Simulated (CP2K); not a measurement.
The N K edge of imidazole monohydrate was computed by TDDFT (CP2K XAS_TDP, aug-cc-pVDZ, TDA) at these levels: PBE, PBEh(45%) and PBEh(45%) + GW2X. The first three lines of N3 (bonded to 2 C and H) with a strength over 0.0015, energy in eV and strength:

| run | first | second | third |
| --- | --- | --- | --- |
| 1 | 403.19 (0.035) | 404.33 (0.016) | 406.98 (0.002) |
| 2 | 398.23 (0.036) | 399.37 (0.016) | 402.02 (0.002) |
| 3 | 382.27 (0.004) | 382.38 (0.021) | 385.33 (0.002) |

**Question.** Which run is which?

Run 1: PBEh(45%) + GW2X (45 % exact exchange). Run 2: PBEh(45%) (45 % exact exchange). Run 3: PBE (0 % exact exchange). Self-interaction lifts the core level, so the uncorrected lines rise with the share of exact exchange. The GW2X run keeps the spacings of its parent: 1.14 eV between the first two lines in run 1, 1.14 eV in run 2. Its shift is +4.96 eV, since the Kohn–Sham level at this share of exchange lies that far above the quasiparticle level.

[Hosts, paths, dates, database ids (printed as entryN), source tags and the programs' standing remarks are cut or masked in the printed files.]
